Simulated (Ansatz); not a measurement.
# Dielectric response of KF (001) films

Aim: the electronic and static ε of rocksalt KF (001) from films of three thicknesses in a field.

Main program and level: Ansatz 0.2.0; plane-wave DFT, PBE, Ansatz PAW, in the first sound run; inputs show where later runs differ.

**1. The structure**

The cell holds 6 atoms: 3 K and 3 F. Its edges and angles: a = 3.783 Å, b = 3.783 Å, c = 23.350 Å, α = 90.0°, β = 90.0°, γ = 90.0°. It derives from KF (rocksalt KF). Vacuum lies along c.

**2. Relaxing the film, 6 atoms, units 3**

The structure is relaxed first, because levels and dipoles at a surface follow the positions of the outer atoms.

File input.yaml:

```yaml
crystal:
  lattice:
    - [3.78302128, 0.0, 0.0]
    - [0.0, 3.78302128, 0.0]
    - [0.0, 0.0, 23.35]
  atoms:
    - { symbol: K, position: [0.5, 0.5, 0.3854389722] }
    - { symbol: F, position: [0.0, 0.0, 0.3854389722] }
    - { symbol: K, position: [0.0, 0.0, 0.5] }
    - { symbol: F, position: [0.5, 0.5, 0.5] }
    - { symbol: K, position: [0.5, 0.5, 0.6145610278] }
    - { symbol: F, position: [0.0, 0.0, 0.6145610278] }
kpoints:
  mp_grid: { grid: [8, 8, 1] }
hamiltonian:
  xc: pbe
scf:
  occupations: { method: fixed }
  convergence: { dr2_threshold: 1.0e-09 }
efield:
  axis: 3
  dipole_correction: true
  ramp_position: 0.97
  ramp_width: 0.06
relax:
  f_tol: 0.003
  max_steps: 100
output:
  write_potential: true
  write_density: true
  volumetric_format: npy
```

On the command line:

```bash
ansatz run input.yaml --threads 8 --pin off --max-ram 12288MiB --backend cpu --events-out ev --progress --plain --runs-dir out
```

Numbers of over 12 decimals in the logs are rounded to 6 here.

The program printed:

```text
Engine: ansatz 0.2.0, aarch64-unknown-linux-gnu
Pseudopotentials: kind: paw
Pseudopotential: K, paw, valence charge 9, recommended cutoff 420 eV (normal), K.paw.azcp
Pseudopotential: F, paw, valence charge 7, recommended cutoff 420 eV (normal), F.paw.azcp
Functional definition: PBE
  parameter kappa = 0.804
  parameter beta = 0.066725
  exchange = pbe_x(kappa = kappa, mu = beta*pi^2/3)
  correlation = pbe_c(beta = beta)
Crystal: 6 atoms, lattice volume = 334.168 Å³
Basis set: ecut = 420 eV, 6495 PW (Γ), exchange–correlation on 54×54×320 points (8 copies of the dense FFT grid, shifted against one another)
Bands: 30, of which v1, the nominal top of the filled ones, is band 24 counted from 1 (23 counted from 0)
Symmetry: 8 space group operations
k-points: 15 of 64
Non-local potential: K, projectors of the file, l = 0: 3, l = 1: 2, l = 2: 2
Non-local potential: F, projectors of the file, l = 0: 2, l = 1: 2, l = 2: 1
PAW form: soft (Blöchl's): semilocal exchange-correlation on the pseudo side does not see the compensation charge
PAW one-centre angular grid: K, 110 points (default); XC on 64 Gauss nodes
PAW one-centre angular grid: F, 110 points (default); XC on 64 Gauss nodes
Initial density: superposition of atomic densities (neutral atoms: chi_scale 0, normalization atom), corrected by the library's trained network
Initial wavefunctions: pseudopotential atomic-orbital guess
Functional: x = pbe(κ = 0.804, μ = 0.219515), c = pbe(β = 0.066725)
SCF iter   1: F=—  HF=-7046.092686 eV  |F-HF|=—  |Δ(HF+E_count)|=         —  Δρ=6.11e-4  dr2=1.27e-3  ethr=1.77e-3  p=-0.000 e·Å  D=-5.82e-15 V/Å  ΔV_dip=0.00 eV  dr2_dipole=6.79e-10  V_vac-E_F(+/−)=6.02/6.02 eV  ⟨swp⟩=5.2  Hψ=1701  notcnv=0  defer=45
efield: sawtooth ramp at fractional position 0.9700 (set: `efield.ramp_position`, or a place that a band, a saddle search or an elastic batch's reference lends), width 0.0600; the density the first Hamiltonian is built on has a dipole p = -0.000 e·Å; the dipole correction subtracts the counter field D = -5.82e-15 V/Å, which shifts the + side's vacuum level by +0.00 eV against the − side's; the planar-averaged density in the ramp window peaks in size at 1.1e-6 e/Å³
preconditioner: auto → Resta (q_TF=auto, 1.974 Å⁻¹)  ε∞=1.8  [insulator: Δε(μ)=5.219 eV  Ē_g=14.982 eV  n_scr=42 (ndim 8)  ℏωp=13.2 eV  f_vac=0.642  ε∞_Penn≈1.8  vacuum switching on, ρ_ref=1.6e-2 e/Å³]
SCF iter   2: F=—  HF=-7046.092878 eV  |F-HF|=—  |Δ(HF+E_count)|=   1.93e-4  Δρ=4.22e-4  dr2=2.63e-4  ethr=2.66e-6  p=0.000 e·Å  D=8.26e-6 V/Å  ΔV_dip=-0.00 eV  dr2_dipole=2.10e-10  V_vac-E_F(+/−)=6.06/6.06 eV  ⟨swp⟩=3.5  Hψ=990  notcnv=0  defer=60
density mixer auto → msr1: gapped (density of states about μ 0.00 of a free-electron gas's, 42 screened modes)
SCF iter   3: F=—  HF=-7046.092964 eV  |F-HF|=—  |Δ(HF+E_count)|=   8.55e-5  Δρ=1.17e-4  dr2=3.66e-5  ethr=5.48e-7  p=0.000 e·Å  D=4.89e-6 V/Å  ΔV_dip=-0.00 eV  dr2_dipole=7.36e-11  V_vac-E_F(+/−)=6.06/6.06 eV  ⟨swp⟩=2.0  Hψ=774  notcnv=0  defer=55
SCF iter   4: F=—  HF=-7046.093082 eV  |F-HF|=—  |Δ(HF+E_count)|=   1.18e-4  Δρ=2.53e-5  dr2=1.51e-6  ethr=7.62e-8  p=-0.000 e·Å  D=-1.80e-6 V/Å  ΔV_dip=0.00 eV  dr2_dipole=9.47e-12  V_vac-E_F(+/−)=6.07/6.07 eV  ⟨swp⟩=2.9  Hψ=739  notcnv=0  defer=60
SCF iter   5: F=—  HF=-7046.092825 eV  |F-HF|=—  |Δ(HF+E_count)|=   2.57e-4  Δρ=7.40e-6  dr2=1.27e-7  ethr=3.14e-9  p=-0.000 e·Å  D=-1.06e-6 V/Å  ΔV_dip=0.00 eV  dr2_dipole=3.08e-12  V_vac-E_F(+/−)=6.07/6.07 eV  ⟨swp⟩=2.3  Hψ=796  notcnv=0  defer=60
SCF iter   6: F=—  HF=-7046.092825 eV  |F-HF|=—  |Δ(HF+E_count)|=   1.29e-7  Δρ=6.28e-6  dr2=8.41e-8  ethr=2.64e-10  p=0.000 e·Å  D=1.68e-7 V/Å  ΔV_dip=-0.00 eV  dr2_dipole=2.28e-13  V_vac-E_F(+/−)=6.07/6.07 eV  ⟨swp⟩=2.0  Hψ=729  notcnv=0  defer=60
SCF iter   7: F=—  HF=-7046.092825 eV  |F-HF|=—  |Δ(HF+E_count)|=   2.26e-8  Δρ=7.58e-7  dr2=1.14e-9  ethr=1.75e-10  p=-0.000 e·Å  D=-2.32e-8 V/Å  ΔV_dip=0.00 eV  dr2_dipole=4.43e-15  V_vac-E_F(+/−)=6.07/6.07 eV  ⟨swp⟩=2.0  Hψ=744  notcnv=0  defer=60
SCF iter   8: F=-7046.092825 eV  HF=-7046.092825 eV  |F-HF|=7.35e-10  |Δ(HF+E_count)|=   2.25e-9  Δρ=2.05e-7  dr2=6.41e-11  ethr=2.08e-12  p=-0.000 e·Å  D=-2.65e-8 V/Å  ΔV_dip=0.00 eV  dr2_dipole=2.57e-15  V_vac-E_F(+/−)=6.07/6.07 eV  ⟨swp⟩=6.1  Hψ=2200  notcnv=0
SCF 1 converged in 8 iterations: F = -7046.092825 eV  dr2 = 6.41e-11
  greatest PAW one-centre occupation: 0.988 electrons in one spin orbital (limit 2), on the K atom at site 2 (counted from 0), in its partial waves of l = 0
relax step   1: F+E_penalty+E_count = -7046.09282512 eV  Δ(F+E_penalty+E_count) = +0.000e0 eV  max|allowed force component| = 8.183e-2 eV/Å  Δτ_max = 0.0000 Å  (8 SCF iters, accepted)
Initial density: handed on by an earlier stage of this run
Initial wavefunctions: those handed on with the density
iter 1 solved again at ethr=1.05e-5 eV; its pass at ethr=3.10e-3 eV (dr2=5.05e-3 eV) is discarded
SCF iter   1: F=—  HF=-7046.093200 eV  |F-HF|=—  |Δ(HF+E_count)|=         —  Δρ=5.80e-4  dr2=4.89e-3  ethr=1.05e-5  p=-0.000 e·Å  D=-2.65e-8 V/Å  ΔV_dip=0.00 eV  dr2_dipole=3.52e-14  V_vac-E_F(+/−)=6.06/6.06 eV  ⟨swp⟩=2.3  Hψ=1743  notcnv=0  defer=60
efield: sawtooth ramp at fractional position 0.9700 (set: `efield.ramp_position`, or a place that a band, a saddle search or an elastic batch's reference lends), width 0.0600; the density the first Hamiltonian is built on has a dipole p = -0.000 e·Å; the dipole correction subtracts the counter field D = -2.65e-8 V/Å, which shifts the + side's vacuum level by +0.00 eV against the − side's; the planar-averaged density in the ramp window peaks in size at 2.1e-7 e/Å³
preconditioner: auto → Resta (q_TF=auto, 1.974 Å⁻¹)  ε∞=1.8  [insulator: Δε(μ)=5.063 eV  Ē_g=14.824 eV  n_scr=42 (ndim 8)  ℏωp=13.2 eV  f_vac=0.639  ε∞_Penn≈1.8  vacuum switching on, ρ_ref=1.6e-2 e/Å³]
SCF iter   2: F=—  HF=-7046.091781 eV  |F-HF|=—  |Δ(HF+E_count)|=   1.42e-3  Δρ=3.73e-4  dr2=1.26e-3  ethr=1.02e-5  p=0.000 e·Å  D=3.68e-8 V/Å  ΔV_dip=-0.00 eV  dr2_dipole=2.63e-15  V_vac-E_F(+/−)=5.95/5.95 eV  ⟨swp⟩=3.2  Hψ=608  notcnv=0  defer=60  κ⁻¹=1.0e0(r=1)
density mixer auto → broyden: gapped, where msr1 would fit the directions that read negative (density of states about μ 0.00 of a free-electron gas's, 42 screened modes)
SCF iter   3: F=—  HF=-7046.091551 eV  |F-HF|=—  |Δ(HF+E_count)|=   2.30e-4  Δρ=1.48e-4  dr2=5.98e-5  ethr=2.63e-6  p=0.000 e·Å  D=1.01e-8 V/Å  ΔV_dip=-0.00 eV  dr2_dipole=1.60e-14  V_vac-E_F(+/−)=5.84/5.84 eV  ⟨swp⟩=3.5  Hψ=756  notcnv=0  defer=60  κ⁻¹=5.9e-2(r=2)
[...]
SCF iter   5: F=—  HF=-7046.095658 eV  |F-HF|=—  |Δ(HF+E_count)|=   1.50e-6  Δρ=1.78e-5  dr2=5.54e-7  ethr=1.60e-8  p=0.000 e·Å  D=1.23e-8 V/Å  ΔV_dip=-0.00 eV  dr2_dipole=1.40e-15  V_vac-E_F(+/−)=5.98/5.98 eV  ⟨swp⟩=2.0  Hψ=591  notcnv=0  defer=60  κ⁻¹=7.8e-4(r=4)
SCF iter   6: F=—  HF=-7046.095390 eV  |F-HF|=—  |Δ(HF+E_count)|=   2.68e-4  Δρ=3.30e-6  dr2=1.48e-8  ethr=1.15e-9  p=0.000 e·Å  D=3.06e-8 V/Å  ΔV_dip=-0.00 eV  dr2_dipole=2.25e-14  V_vac-E_F(+/−)=5.98/5.98 eV  ⟨swp⟩=2.2  Hψ=723  notcnv=0  defer=44  κ⁻¹=2.3e-5(r=5)
SCF iter   7: F=—  HF=-7046.095390 eV  |F-HF|=—  |Δ(HF+E_count)|=   1.19e-8  Δρ=1.31e-6  dr2=2.95e-9  ethr=3.08e-11  p=-0.000 e·Å  D=-2.25e-8 V/Å  ΔV_dip=0.00 eV  dr2_dipole=1.25e-14  V_vac-E_F(+/−)=5.98/5.98 eV  ⟨swp⟩=2.9  Hψ=761  notcnv=0  defer=46  κ⁻¹=6.8e-6(r=6)
SCF iter   8: F=-7046.095390 eV  HF=-7046.095390 eV  |F-HF|=8.91e-11  |Δ(HF+E_count)|=   3.13e-9  Δρ=3.17e-7  dr2=1.33e-10  ethr=2.08e-12  p=0.000 e·Å  D=6.22e-9 V/Å  ΔV_dip=-0.00 eV  dr2_dipole=2.52e-15  V_vac-E_F(+/−)=5.98/5.98 eV  ⟨swp⟩=7.1  Hψ=2272  notcnv=0
SCF 3 converged in 8 iterations: F = -7046.095390 eV  dr2 = 1.33e-10
relax step   3: F+E_penalty+E_count = -7046.09538952 eV  Δ(F+E_penalty+E_count) = -2.564e-3 eV  max|allowed force component| = 8.935e-3 eV/Å  Δτ_max = 0.0306 Å  (8 SCF iters, accepted)
[...]
relax step   4: F+E_penalty+E_count = -7046.09550959 eV  Δ(F+E_penalty+E_count) = -1.201e-4 eV  max|allowed force component| = 3.123e-3 eV/Å  Δτ_max = 0.0069 Å  (6 SCF iters, accepted)
SCF iter   1: F=—  HF=-7046.095788 eV  |F-HF|=—  |Δ(HF+E_count)|=         —  Δρ=5.00e-5  dr2=2.13e-5  ethr=2.20e-7  p=-0.000 e·Å  D=-2.38e-8 V/Å  ΔV_dip=0.00 eV  dr2_dipole=1.70e-15  V_vac-E_F(+/−)=5.98/5.98 eV  ⟨swp⟩=2.1  Hψ=872  notcnv=0  defer=59
efield: sawtooth ramp at fractional position 0.9700 (set: `efield.ramp_position`, or a place that a band, a saddle search or an elastic batch's reference lends), width 0.0600; the density the first Hamiltonian is built on has a dipole p = -0.000 e·Å; the dipole correction subtracts the counter field D = -2.38e-8 V/Å, which shifts the + side's vacuum level by +0.00 eV against the − side's; the planar-averaged density in the ramp window peaks in size at 1.7e-7 e/Å³
preconditioner: auto → Resta (q_TF=auto, 1.974 Å⁻¹)  ε∞=1.8  [insulator: Δε(μ)=5.175 eV  Ē_g=14.888 eV  n_scr=42 (ndim 8)  ℏωp=13.2 eV  f_vac=0.639  ε∞_Penn≈1.8  vacuum switching on, ρ_ref=1.6e-2 e/Å³]
SCF iter   2: F=—  HF=-7046.095777 eV  |F-HF|=—  |Δ(HF+E_count)|=   1.08e-5  Δρ=2.08e-5  dr2=3.07e-6  ethr=4.44e-8  p=-0.000 e·Å  D=-1.07e-8 V/Å  ΔV_dip=0.00 eV  dr2_dipole=5.66e-16  V_vac-E_F(+/−)=5.98/5.98 eV  ⟨swp⟩=2.0  Hψ=672  notcnv=0  defer=26  κ⁻¹=1.0e0(r=1)
density mixer auto → broyden: gapped, where msr1 would fit the directions that read negative (density of states about μ 0.00 of a free-electron gas's, 42 screened modes)
SCF iter   3: F=—  HF=-7046.095514 eV  |F-HF|=—  |Δ(HF+E_count)|=   2.63e-4  Δρ=5.95e-6  dr2=8.92e-8  ethr=6.39e-9  p=-0.000 e·Å  D=-2.23e-8 V/Å  ΔV_dip=0.00 eV  dr2_dipole=1.10e-15  V_vac-E_F(+/−)=5.98/5.98 eV  ⟨swp⟩=2.0  Hψ=545  notcnv=0  defer=23  κ⁻¹=2.3e-2(r=2)
SCF iter   4: F=—  HF=-7046.095514 eV  |F-HF|=—  |Δ(HF+E_count)|=   1.86e-8  Δρ=2.45e-6  dr2=1.08e-8  ethr=1.86e-10  p=-0.000 e·Å  D=-3.67e-8 V/Å  ΔV_dip=0.00 eV  dr2_dipole=9.49e-16  V_vac-E_F(+/−)=5.98/5.98 eV  ⟨swp⟩=2.0  Hψ=690  notcnv=0  defer=25  κ⁻¹=3.5e-3(r=3)
SCF iter   5: F=—  HF=-7046.095514 eV  |F-HF|=—  |Δ(HF+E_count)|=   2.09e-9  Δρ=1.01e-6  dr2=1.56e-9  ethr=2.25e-11  p=-0.000 e·Å  D=-2.83e-8 V/Å  ΔV_dip=0.00 eV  dr2_dipole=2.35e-16  V_vac-E_F(+/−)=5.98/5.98 eV  ⟨swp⟩=2.0  Hψ=730  notcnv=0  defer=30  κ⁻¹=3.1e-4(r=4)
SCF iter   6: F=-7046.095514 eV  HF=-7046.095514 eV  |F-HF|=7.82e-11  |Δ(HF+E_count)|=  8.62e-10  Δρ=2.02e-7  dr2=3.70e-11  ethr=2.08e-12  p=-0.000 e·Å  D=-3.38e-8 V/Å  ΔV_dip=0.00 eV  dr2_dipole=1.36e-14  V_vac-E_F(+/−)=5.98/5.98 eV  ⟨swp⟩=6.1  Hψ=2112  notcnv=0
SCF 5 converged in 6 iterations: F = -7046.095514 eV  dr2 = 3.70e-11
relax step   5: F+E_penalty+E_count = -7046.09551410 eV  Δ(F+E_penalty+E_count) = -4.510e-6 eV  max|allowed force component| = 2.465e-4 eV/Å  Δτ_max = 0.0016 Å  (6 SCF iters, accepted)
NSCF: frozen V_eff on 15 k-points
the band table was solved once a step of the walk had ended and its energy, with any forces and stress, was formed, with the checks that follow a solve (2800 applications of the Hamiltonian). They found nothing against the state; the energy, forces and stress were not computed again (output.eigenvalues in the input reference)
WARN: The output density's exchange-correlation potential varies sharply where the density is thin. Do not read a vacuum level from v_tot or v_xc, or from such a field of the output density. On a cell that repeats whose density bears no net charge and no dipole along the vacuum's axis use v_es (v_loc + v_h of the components); under efield.dipole_correction with no amplitude use v_es + v_field, which holds any externa [...]
SCF converged after 6 iterations
Stability not checked: this state was not tested for a lower state beside it, because the mixer in use, unlike msr1, does not test its closes by its own steps (another_mixer; see scf.mixing.algorithm and scf.lower_state_search)
Free energy (F): -7046.095514 eV
Harris-Foulkes:  -7046.095514 eV  (|F-HF|=7.82e-11)
Internal energy: -7046.095514 eV  (E = F + TS)
E sigma→0 (E₀):  -7046.095514 eV
Fermi energy:    -3.383265 eV
Dipole field:    D = 0.000000 V/Å  (p = 0.000000 e·Å, saw-weighted, corrected)
Work function:   Φ+ = 5.9834 eV   Φ− = 5.9833 eV
Levels:          The Fermi level and band energies are counted from a zero that moves with the ramp; work functions are not
--- Per-component energies (eV) ---
  E_band       = -617.067936
  E_kinetic    = 1384.782208
  E_local      = -28677.984579  (includes V_loc(G=0)·N_el)
  E_nonlocal   = 257.653883
  E_hartree    = 13754.242770
  E_xc         = -648.663718
  E_vxc        = -806.242002  (∫ρ·V_xc dr)
  E_paw        = -2946.293801  (= ΣΔE_a)
  E_vpaw       = -283.768929  (= ΣTr[D̂ρ^β])
  E_aug_tail   = 0.006179  (compensation charges beyond the density's cutoff)
  E_efield     = 0.000000  (sawtooth field / dipole correction)
  E_vefield    = 0.000000  (∫n·V_field dr)
  E_ewald      = 9830.161543
  E_smearing   = -0.000000  (= −TS)
  E_closure    = 0.000000  (closes the sum)
  Σ components = -7046.095514   (vs F -7046.095514, Δ=0.00e0)
--- Forces (eV/Å), atoms counted from 1 ---
  atom   1  K      0.00000000     0.00000000    -0.00024651
  atom   2  F     -0.00000000     0.00000000     0.00014275
  atom   3  K     -0.00000000     0.00000000     0.00000014
  atom   4  F      0.00000000     0.00000000    -0.00000014
  atom   5  K     -0.00000000     0.00000000     0.00024647
  atom   6  F      0.00000000     0.00000000    -0.00014285
  max |Σ_I F_I| component: 1.41e-7 eV/Å
--- Band table (eV; the first three rows and the last of 15) ---
  k-point 0: bands = [... 20 lower, -3.3958, -3.3958, -3.3833, -3.3833, 1.7983, 1.9544, 2.7639, 3.5041, ... 2 higher]
  k-point 1: bands = [... 20 lower, -3.4822, -3.4678, -3.4400, -3.4280, 1.9894, 2.1244, 2.9441, 3.6807, ... 2 higher]
  k-point 2: bands = [... 20 lower, -3.6424, -3.5453, -3.5342, -3.5043, 2.5198, 2.6154, 3.4647, 4.1892, ... 2 higher]
  k-point 14: bands = [... 20 lower, -3.5227, -3.4881, -3.4881, -3.4285, 4.9299, 4.9299, 5.6788, 5.6788, ... 2 higher]
--- Relaxed structure (5 steps of the walk, 4 accepted, 0 SCFs on fresh bases) ---
  F+E_penalty+E_count = -7046.09551410 eV   max|allowed force component| = 2.465e-4 eV/Å
  atoms:
    - { symbol: K, position: [0.5, 0.5, 0.383806] }
    - { symbol: F, position: [0, 0.0, 0.384699] }
    - { symbol: K, position: [0, 0.0, 0.500000] }
    - { symbol: F, position: [0.5, 0.5, 0.500000] }
    - { symbol: K, position: [0.5, 0.5, 0.616194] }
    - { symbol: F, position: [0, 0.0, 0.615301] }
```

It took 5.7 s on 8 threads of Arm Neoverse V2, shared host; peak memory 0.77 GiB.

Relaxation path:

```tsv
step	energy less that of the first step (eV)	largest force component (eV/Å)
1	0.0000	0.0818
2	0.0015	0.1018
3	-0.0026	0.0089
4	-0.0027	0.0031
5	-0.0027	0.0002
```

Relaxation step 2 was tried and not accepted.

Forces are held to the 8 operations that the run works with; a distortion that breaks them can't arise in this run.

The atoms that moved most (Å):

```tsv
atom	dx	dy	dz	length
K5	0.000	0.000	0.038	0.038
K1	0.000	0.000	-0.038	0.038
F6	0.000	0.000	0.017	0.017
F2	0.000	0.000	-0.017	0.017
```

The relaxed structure:

```cif
data_structure
_symmetry_space_group_name_H-M 'P 1'
_symmetry_Int_Tables_number 1
_cell_length_a 3.7830
_cell_length_b 3.7830
_cell_length_c 23.3500
_cell_angle_alpha 90.000
_cell_angle_beta 90.000
_cell_angle_gamma 90.000
_cell_volume 334.17
loop_
_atom_site_label
_atom_site_type_symbol
_atom_site_fract_x
_atom_site_fract_y
_atom_site_fract_z
_atom_site_occupancy
K1 K 0.50000 0.50000 0.38381 1
F2 F 0.00000 0.00000 0.38470 1
K3 K 0.00000 0.00000 0.50000 1
F4 F 0.50000 0.50000 0.50000 1
K5 K 0.50000 0.50000 0.61619 1
F6 F 0.00000 0.00000 0.61530 1
```

This step gave:

```
gap on the k-mesh             : 5.182 eV
dipole along the normal       : 1.62e-7 e·Å
ionisation energy, upper face : 5.983 eV
electron affinity, upper face : 0.8018 eV
```

Running mean over 2.675 Å of the planar mean; the ramp of the sawtooth is left out. Electron's electrostatic potential energy less the highest filled level against z:

```tsv
z (Å)	electron's electrostatic potential energy less the highest filled level (eV)
3.0	5.98
3.5	5.98
4.0	5.98
4.5	5.98
5.0	5.98
5.5	5.98
6.0	5.97
6.5	5.92
7.0	5.60
7.5	4.15
8.0	2.21
8.5	1.39
9.0	1.26
9.5	1.26
10.0	1.34
10.5	1.36
11.0	1.30
11.5	1.26
12.0	1.27
12.5	1.32
13.0	1.37
13.5	1.31
14.0	1.25
14.5	1.28
15.0	1.50
15.5	2.73
16.0	4.71
16.5	5.77
17.0	5.94
17.5	5.98
18.0	5.98
18.5	5.98
19.0	5.98
19.5	5.98
20.0	5.98
```

The relaxation took 5 steps and lowered the energy by 0.0027 eV; the largest force on the free atoms ends at 2.5e-4 eV/Å.

The gap is 5.18 eV, with the valence edge 5.98 eV and the conduction edge 0.80 eV under the upper vacuum level.

[end of part 1 of 5]

[Logs are printed without paths, hosts, clocks, repeated set-up lines and the standing remarks that a program may print on its own settings, such as how far it seeks lower states.]

[Hosts, paths, dates, database ids (printed as entryN), source tags and the programs' standing remarks are cut or masked in the printed files.]

[Maps of the electrostatic potential energy from Ansatz leave out the sawtooth potential of an applied field or a dipole correction, so their vacuum need not be flat; planar profiles and work functions include it.]
